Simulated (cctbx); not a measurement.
# Solving a structure by charge flipping

Cell a = 8.2840 Å, b = 8.2840 Å, c = 8.4320 Å, α = 90.00°, β = 90.00°, γ = 90.00°; space group I4/mcm (no. 140); content Ho4 Si8 Mg16.

The data are simulated with cctbx, not measured: Mo Kα, λ = 0.71073 Å, to d = 0.8 Å, 50 % of the full sphere, strongest reflection 40000 counts, noise from counting, a 4 % proportional error and a noise floor of 8 counts (s.d.); no absorption.

Charge flipping in P1 on normalised amplitudes to 0.8 Å, δ = 1.1 σ, 20 % of the reflections treated as weak, 400 cycles:

```text
cycle      R  skewness
    0  0.533     0.30
   33  0.516     4.14
   66  0.465     5.54
   99  0.446     5.72
  132  0.453     5.74
  165  0.460     5.42
  198  0.455     6.09
  231  0.459     5.72
  264  0.451     5.83
  297  0.448     5.46
  330  0.466     5.12
  363  0.478     5.75
  396  0.457     6.07
origin shift          correlation  skewness
 0.003  0.284  0.439      0.790      5.42
 0.003  0.785  0.189      0.789      5.37
 0.003  0.285  0.189      0.789      5.60
 0.003  0.785  0.439      0.788      5.40
taken: symmetry correlation 0.789, skewness 5.60
peak      x       y       z  mult  height/sigma
Q1    0.0000  0.0000  0.2500    4     20.9
Q2    0.1543  0.3457  0.5000    8      8.1
Q3    0.1574  0.3426  0.0000    8      3.5
Q4    0.1347  0.3653  0.1663   16      3.2
Q5    0.9989  0.3386  0.1212   32      2.6
Q6    0.2487  0.2513  0.0000    8      2.4
Q7    0.0606  0.4394  0.2474   16      2.4
Q8    0.0760  0.0792  0.1812   32      2.4
```

The origin is taken among those within 0.04 of the best correlation, by the skewness of the map.

Run time: 0.56 s on 1 thread of Arm Neoverse V2 (shared host), peak memory 0.08 GiB.

**Question.** Which peaks are atoms, and which elements?

Heights go roughly as Z and multiplicities must add up to the content. First model: Q1 = Ho1 (4 in the cell, height 20.9), Q2 = Si1 (8 in the cell, height 8.1) and Q4 = Mg1 (16 in the cell, height 3.2). Against the true structure, Q1 is Ho, Q2 is Si and Q4 is Mg; the other peaks are not atoms.

Least squares on F², isotropic:

```text
Rint 0.032, 178 unique reflections to 0.80 A
cycle     R1     wR2    GooF  max shift (A)
   1  0.0925  0.2470  10.857   0.06631
   2  0.0109  0.0326   1.432   0.00002
final R1 0.0109 wR2 0.0326 GooF 1.432  parameters 6  data/parameter 29.7
atom        x        y        z      Ueq    occ   su(xyz)  su(Uiso or U11)
Ho1    0.00000  0.00000  0.25000   0.0112  1.000  0.00000  0.0002
Si1    0.15922  0.34078  0.50000   0.0148  1.000  0.00010  0.0003
Mg1    0.13770  0.36230  0.15963   0.0196  1.000  0.00016  0.0003
difference map: max 0.56 min -0.58 rms 0.11
Q1    0.1368  0.3632  0.2159   16    0.63  0.47 A from Mg1
Q2    0.2053  0.2947  0.0000    8    0.38  1.56 A from Mg1
Q3    0.0000  0.5000  0.1770    8    0.35  1.62 A from Mg1
Q4    0.1443  0.3557  0.0956   16    0.34  0.55 A from Mg1
Q5    0.0714  0.4286  0.0000    8    0.29  1.55 A from Mg1
```

Anisotropic refinement:

```text
Rint 0.032, 178 unique reflections to 0.80 A
cycle     R1     wR2    GooF  max shift (A)
   1  0.0109  0.0326   1.458   0.00145
   2  0.0082  0.0197   0.881   0.00000
final R1 0.0082 wR2 0.0197 GooF 0.881  parameters 12  data/parameter 14.8
atom        x        y        z      Ueq    occ   su(xyz)  su(Uiso or U11)
Ho1    0.00000  0.00000  0.25000   0.0111  1.000  0.00000  0.0001
Si1    0.15927  0.34073  0.50000   0.0146  1.000  0.00006  0.0002
Mg1    0.13773  0.36227  0.15980   0.0195  1.000  0.00010  0.0002
difference map: max 0.39 min -0.38 rms 0.09
Q1    0.0000  0.5000  0.1798    8    0.40  1.62 A from Mg1
Q2    0.1695  0.2561  0.0000   16    0.36  1.63 A from Si1
Q3    0.0692  0.4308  0.0000    8    0.27  1.57 A from Mg1
Q4    0.0895  0.1072  0.4189   32    0.25  1.83 A from Ho1
Q5    0.1505  0.3495  0.5000    8    0.24  0.10 A from Si1
Q6    0.2500  0.2500  0.2500    8    0.22  1.52 A from Mg1
```

**Reading.** The refinement ends at R1 = 0.0082, wR2 = 0.0197, GooF = 0.88, with difference density between -0.38 and 0.39 e/Å³. Every site matches the true model in element, within 0.001 Å r.m.s., up to an allowed shift of origin.

True model:

```csv
atom,mult.,x,y,z,Ueq (Å²)
Ho1,4,0,0,3/4,0.0111
Si1,8,0.1593,0.3407,1/2,0.0145
Mg1,16,0.1377,0.6377,0.3402,0.0193
```

This is a model crystal, built by substitution and not relaxed, with assumed displacement parameters.

[Middle refinement cycles are left out of these outputs.]

[Logs are printed without paths, hosts, clocks, repeated set-up lines and the standing remarks that a program may print on its own settings, such as how far it seeks lower states.]
